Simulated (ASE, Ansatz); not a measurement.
# Localised basis functions on 1T-ZrS2 zigzag nanoribbon, bare edges, Se on S sites (64 atoms), part 2 of 2

Aim: test how closely localised support functions follow the reference on 1T-ZrS2 zigzag nanoribbon, bare edges, Se on S sites (64 atoms), and at what cost. A setting counts as converged where the r.m.s. difference of forces stays under 1 % of the r.m.s. force.

Ansatz 0.2.0; Kohn-Sham DFT, PBE, PAW (set soft_2, large core), plane waves.

The cell: 22 Zr, 37 S and 5 Se. Beside vacuum, support functions can miss their usual error bounds without a warning. The main run has no spin polarisation. Only the Γ point is sampled, in a cell whose periodic width is 7 Å.

So far. Step 2 (Plane-wave single point): Mean Löwdin charges: S -0.38, Se -0.27, Zr +0.84 e (they miss 0.61 % of the electrons, so they add up to more than the cell's charge). Within 0.4 eV of the Fermi level the largest share is Zr d (72 % of the projected weight).

## 3. Distances and neighbours

Bonds and neighbours are counted at the geometry of the runs.

Normalised to the volume that the atoms fill. Pair distribution functions g(r), in bins of 0.2 Å:

| r (Å) | total | S-S | S-Zr | S-Se | Zr-Zr | Zr-Se | Se-Se |
| --- | --- | --- | --- | --- | --- | --- | --- |
| 2.50 | 4.04 | 0.00 | 9.00 | 0.00 | 0.00 | 8.40 | 0.00 |
| 2.70 | 0.61 | 0.00 | 1.26 | 0.00 | 0.00 | 2.01 | 0.00 |
| 2.90 | 0.00 | 0.00 | 0.00 | 0.00 | 0.00 | 0.00 | 0.00 |
| 3.10 | 0.00 | 0.00 | 0.00 | 0.00 | 0.00 | 0.00 | 0.00 |
| 3.30 | 0.00 | 0.00 | 0.00 | 0.00 | 0.00 | 0.00 | 0.00 |
| 3.50 | 0.37 | 0.93 | 0.00 | 0.65 | 0.00 | 0.00 | 0.00 |
| 3.70 | 4.10 | 7.04 | 0.00 | 5.55 | 9.71 | 0.00 | 15.10 |
| 3.90 | 0.00 | 0.00 | 0.00 | 0.00 | 0.00 | 0.00 | 0.00 |
| 4.10 | 0.00 | 0.00 | 0.00 | 0.00 | 0.00 | 0.00 | 0.00 |
| 4.30 | 0.00 | 0.00 | 0.00 | 0.00 | 0.00 | 0.00 | 0.00 |
| 4.50 | 1.46 | 0.00 | 3.24 | 0.00 | 0.00 | 3.21 | 0.00 |
| 4.70 | 0.00 | 0.00 | 0.00 | 0.00 | 0.00 | 0.00 | 0.00 |
| 4.90 | 0.00 | 0.00 | 0.00 | 0.00 | 0.00 | 0.00 | 0.00 |
| 5.10 | 0.52 | 1.23 | 0.00 | 1.14 | 0.00 | 0.00 | 0.00 |
| 5.30 | 0.03 | 0.05 | 0.00 | 0.10 | 0.00 | 0.00 | 0.00 |
| 5.50 | 0.00 | 0.00 | 0.00 | 0.00 | 0.00 | 0.00 | 0.00 |
| 5.70 | 1.32 | 0.00 | 2.96 | 0.00 | 0.00 | 2.63 | 0.00 |
| 5.90 | 0.40 | 0.00 | 0.88 | 0.00 | 0.00 | 0.95 | 0.00 |
| 6.10 | 0.00 | 0.00 | 0.00 | 0.00 | 0.00 | 0.00 | 0.00 |
| 6.30 | 1.72 | 3.21 | 0.00 | 3.01 | 3.03 | 0.00 | 3.03 |
| 6.50 | 0.01 | 0.04 | 0.00 | 0.00 | 0.00 | 0.00 | 0.00 |
| 6.70 | 0.00 | 0.00 | 0.00 | 0.00 | 0.00 | 0.00 | 0.00 |
| 6.90 | 0.00 | 0.00 | 0.00 | 0.00 | 0.00 | 0.00 | 0.00 |
| 7.10 | 0.00 | 0.00 | 0.00 | 0.00 | 0.00 | 0.00 | 0.00 |
| 7.30 | 0.78 | 1.23 | 0.00 | 0.82 | 2.27 | 0.00 | 3.79 |
| 7.50 | 0.00 | 0.00 | 0.00 | 0.00 | 0.00 | 0.00 | 0.00 |
| 7.70 | 0.86 | 0.00 | 1.91 | 0.00 | 0.00 | 1.92 | 0.00 |
| 7.90 | 0.04 | 0.00 | 0.10 | 0.00 | 0.00 | 0.08 | 0.00 |

Bonds by pair of elements; cutoffs follow the first minimum of g(r), held within bounds set by covalent radii, and pairs that aren't listed don't count as bonded:

| pair A-B | cutoff (Å) | bonds | mean length (Å) | spread (Å) | shortest (Å) | B about A | A about B |
| --- | --- | --- | --- | --- | --- | --- | --- |
| S-Zr | 3.02 | 109 | 2.57 | 0.026 | 2.51 | 2.95 | 4.96 |
| Zr-Se | 3.02 | 15 | 2.58 | 0.018 | 2.54 | 0.682 | 3 |

How many atoms have how many bonded neighbours:

| element | mean | 2 | 3 | 5 | 6 |
| --- | --- | --- | --- | --- | --- |
| S | 2.95 | 2 | 35 | 0 | 0 |
| Se | 3 | 0 | 5 | 0 | 0 |
| Zr | 5.64 | 0 | 2 | 2 | 18 |

Bond angles (no mean is given where the spread exceeds 20°):

| angle | count | mean (°) | spread (°) |
| --- | --- | --- | --- |
| S-Zr-S | 236 | - | - |
| Zr-S-Zr | 107 | 90.7 | 0.8 |
| S-Zr-Se | 54 | - | - |
| Zr-Se-Zr | 15 | 90.3 | 0.8 |
| Se-Zr-Se | 6 | 90.4 | 0.6 |

Bond length by coordination (bonds to H left out):

| element | coordination | atoms | mean bond length (Å) |
| --- | --- | --- | --- |
| S | 2 | 2 | 2.57 |
| S | 3 | 35 | 2.57 |
| Zr | 3 | 2 | 2.58 |
| Zr | 5 | 2 | 2.57 |
| Zr | 6 | 18 | 2.57 |

By these cutoffs 95 % of S atoms have 3, all Se atoms have 3 and 82 % of Zr atoms have 6 bonded neighbours.

Local excerpt of 17 atoms (numbers count through the whole input) about Zr33, picked at random; x, y, z are measured from there.

| atom | x | y | z | distance (Å) | bonds | Löwdin charge (e) | Fx | Fy | Fz (eV/Å) |
| --- | --- | --- | --- | --- | --- | --- | --- | --- | --- |
| Zr33 | 0.00 | 0.00 | 0.00 | 0.00 | 3 | 0.56 | 0.47 | 1.73 | -0.04 |
| S35 | 1.83 | 1.06 | -1.46 | 2.57 | 3 | -0.30 | -0.07 | -1.35 | -0.10 |
| Se34 | 0.00 | 2.11 | 1.48 | 2.58 | 3 | -0.28 | -0.06 | -1.54 | 1.46 |
| Se3 | -1.84 | 1.07 | -1.52 | 2.62 | 3 | -0.23 | 0.06 | -1.33 | -1.42 |
| Zr1 | 3.65 | 0.01 | -0.01 | 3.65 | 3 | 0.57 | -0.43 | 2.28 | 0.49 |
| Zr36 | 1.85 | 3.17 | -0.01 | 3.66 | 6 | 0.77 | 0.65 | 1.19 | -0.48 |
| Zr1 | -3.67 | 0.01 | -0.01 | 3.67 | 3 | 0.57 | -0.43 | 2.28 | 0.49 |
| Zr4 | -1.82 | 3.20 | -0.04 | 3.68 | 6 | 0.74 | -0.59 | 1.66 | 0.01 |
| S2 | -3.63 | 2.09 | 1.42 | 4.42 | 3 | -0.36 | -0.06 | -1.45 | 0.04 |
| S2 | 3.69 | 2.09 | 1.42 | 4.47 | 3 | -0.36 | -0.06 | -1.45 | 0.04 |
| S38 | 0.03 | 4.23 | -1.47 | 4.48 | 3 | -0.35 | -0.05 | -0.32 | 0.01 |
| S35 | -5.49 | 1.06 | -1.46 | 5.78 | 3 | -0.30 | -0.07 | -1.35 | -0.10 |
| Se3 | 5.48 | 1.07 | -1.52 | 5.79 | 3 | -0.23 | 0.06 | -1.33 | -1.42 |
| S37 | 1.83 | 5.30 | 1.45 | 5.79 | 3 | -0.39 | 0.12 | -0.37 | -0.10 |
| S5 | -1.83 | 5.32 | 1.44 | 5.81 | 3 | -0.37 | 0.03 | -0.42 | 0.01 |
| S6 | 3.65 | 4.27 | -1.52 | 5.82 | 3 | -0.37 | 0.00 | -0.51 | 0.31 |
| S6 | -3.67 | 4.27 | -1.52 | 5.83 | 3 | -0.37 | 0.00 | -0.51 | 0.31 |

The column of bonds counts only the pairs S-Zr within 3.02 Å, Zr-Se within 3.02 Å; other neighbours, such as metal atoms beside each other in a compound, aren't counted, and periodic images can show an atom twice.

## 4. Support functions medium

With localised support functions most steps grow linearly with size, though the diagonalisation grows faster unless the density matrix is cut; this run measures error and cost at this size.

This step: Kohn-Sham DFT, PBE, PAW (set soft_2, large core), localised support functions (medium) (Ansatz 0.2.0).

File input.yaml:

```yaml
crystal:
  lattice:
    - [7.32, 0.0, 0.0]
    - [0.0, 42.75308, 0.0]
    - [0.0, 0.0, 12.92]
  atoms:
    [... the 64 atom lines of step 2 ...]
kpoints:
  mp_grid: { grid: [1, 1, 1] }
hamiltonian:
  xc: pbe
  pseudopotentials: { kind: paw, core: large }
scf:
  occupations: { method: gaussian, width: 0.025 }
  eigensolver: { kind: { support_functions: { accuracy: medium } } }
  mixing: { beta: 0.2 }
  max_iter: 150
output:
  forces: true
  eigenvalues: true
```

Launch:

```console
$ ansatz run input.yaml --threads 8 --pin off --max-ram 15872MiB --backend cpu --events-out ev --progress --plain --runs-dir out
```

Numbers of over 12 decimals in the logs are rounded to 6 here.

The log of the run:

```text
Warning: scf.eigensolver.kind.support_functions: disabling space-group detection — the functions' gradient is summed over unrotated k-points, so no spatial operation reduces the k-mesh or symmetrises the density; time reversal is kept, so that k and −k are solved as one point where they differ and the mesh holds both, and exact exchange and, on two spinor components, a DFT+U term hold to it where the run has them: [...]
settings of this run that can trade accuracy for cost: scf.eigensolver.kind.support_functions [...]
[...]
Crystal: 64 atoms, lattice volume = 4043.347 Å³
Basis set: ecut = 420 eV, 79137 PW (Γ), exchange–correlation on 100×576×180 points (8 copies of the dense FFT grid, shifted against one another)
Bands: 310, of which v1, the nominal top of the filled ones, is band 258 counted from 1 (257 counted from 0)
Symmetry: 1 space group operations
k-points: 1
[...]
SCF iter   1: F=—  HF=-138391.997280 eV  |F-HF|=—  |Δ(HF+E_count)|=         —  Δρ=2.96e-2  dr2=1.59e2  ethr=1.00e-1
[...]
SCF iter  44: F=—  HF=-138394.497081 eV  |F-HF|=—  |Δ(HF+E_count)|=   2.00e-5  Δρ=5.17e-6  dr2=4.90e-6  ethr=1.23e-9  κ⁻¹=3.3e-4(r=7)
SCF iter  45: F=-138394.497122 eV  HF=-138394.497099 eV  |F-HF|=2.32e-5  |Δ(HF+E_count)|=   1.78e-5  Δρ=4.01e-6  dr2=1.17e-6  ethr=9.50e-10
SCF 1 converged in 45 iterations: F = -138394.497790 eV  dr2 = 1.17e-6
[...]
SCF converged after 45 iterations
Stability not checked: this state was not tested for a lower state beside it, because the mixer in use, unlike msr1, does not test its closes by its own steps (another_mixer; see scf.mixing.algorithm and scf.lower_state_search)
Free energy (F): -138394.497790 eV
[...]
Internal energy: -138394.482225 eV  (E = F + TS)
E sigma→0 (E₀):  -138394.490007 eV
Entropy (-TS):   -0.015566 eV (-0.243 meV/atom)
Fermi energy:    -0.200224 eV
[...]
Σ components = -138394.497790   (vs F -138394.497790, Δ=0.00e0)
--- Forces (eV/Å), atoms counted from 1 ---
  atom   1  Zr    -0.43147423     2.28330274     0.48832190
  atom   2  S     -0.06006919    -1.44944170     0.04201607
  atom   3  Se     0.06451746    -1.33431811    -1.41679609
  atom   4  Zr    -0.59138470     1.65674767     0.00643900
[...]
atom  64  S     -0.24774398    -0.42852500     1.59595702
  max |Σ_I F_I| component: 8.94e-4 eV/Å
--- Band table (eV) ---
[...]
```

It took 3.4 min on 8 threads of Arm Neoverse V2, shared host; peak memory 5.1 GiB; 27 min of CPU time.

The program notes that the band table was not solved further than the SCF left it and it switched symmetry off. Further notices: vacuum switching off with vacuum.

Keys that differ from the reference: support_functions.accuracy = "medium", scf.max_iter = 150 and scf.mixing.beta = 0.2.

Forces differ from the reference by 0.32 meV/Å r.m.s., 0.052 % of their size, well within a tolerance of 1 %; the energy by -0.35 meV/atom. It took 3.4 min and 45 cycles; the reference's time can't be set against it, since the two runs asked for unlike analyses.

## 5. All settings compared

Differences are against the plane-wave reference (Kohn-Sham DFT, PBE, PAW (set soft_2, large core), plane waves), whose r.m.s. force component is 0.615 eV/Å. Energies are set beside the reference only for runs with its functional, potentials and electron count. Times are for 8 threads of Arm Neoverse V2, shared host. The reference's time includes the DOS and grids, which some other runs skip.

| run | Δ force, r.m.s. (meV/Å) | share of r.m.s. force (%) | Δ energy (meV/atom) | cycles | time | host memory (GiB) |
| --- | --- | --- | --- | --- | --- | --- |
| reference | - | - | - | 29 | 40 s | 4.1 |
| support functions medium | 0.319 | 0.0519 | -0.349 | 45 | 3.4 min | 5.1 |

## 6. Summary of results

```
free energy per atom        : -2162.4137 eV/atom
r.m.s. force component      : 0.6152 eV/Å
wall time of the 2 DFT runs : 4.1 min
```

Against plane waves at 420 eV, the forces differ by 0.32 meV/Å (0.052 %) with support functions medium. At 64 atoms the run with support functions medium takes roughly 5.2 times the time of plane waves (whose run also made extra analyses, so the like-for-like ratio is larger), in 45 SCF cycles against 29. Differences between support functions and plane waves include what basis error the plane-wave run still has.

3 levels are partly filled by over 2 % (at Γ alone), and the list of levels jumps by 0.66 eV between -0.80 and -0.14 eV: the Fermi level sits among few, sparse states, as at a band edge, among defect levels or in a metal whose levels bunch into shells on a coarse mesh. Counting bonds as in the table, 95 % of S atoms have 3, all Se atoms have 3 and 82 % of Zr atoms have 6 bonded neighbours.

What to keep in mind: The geometry was built by rule, was displaced at random and isn't relaxed at this level: its force components are 0.62 eV/Å r.m.s.

[Logs are printed without paths, hosts, clocks, repeated set-up lines and the standing remarks that a program may print on its own settings, such as how far it seeks lower states.]

[Hosts, paths, dates, database ids (printed as entryN), source tags and the programs' standing remarks are cut or masked in the printed files.]
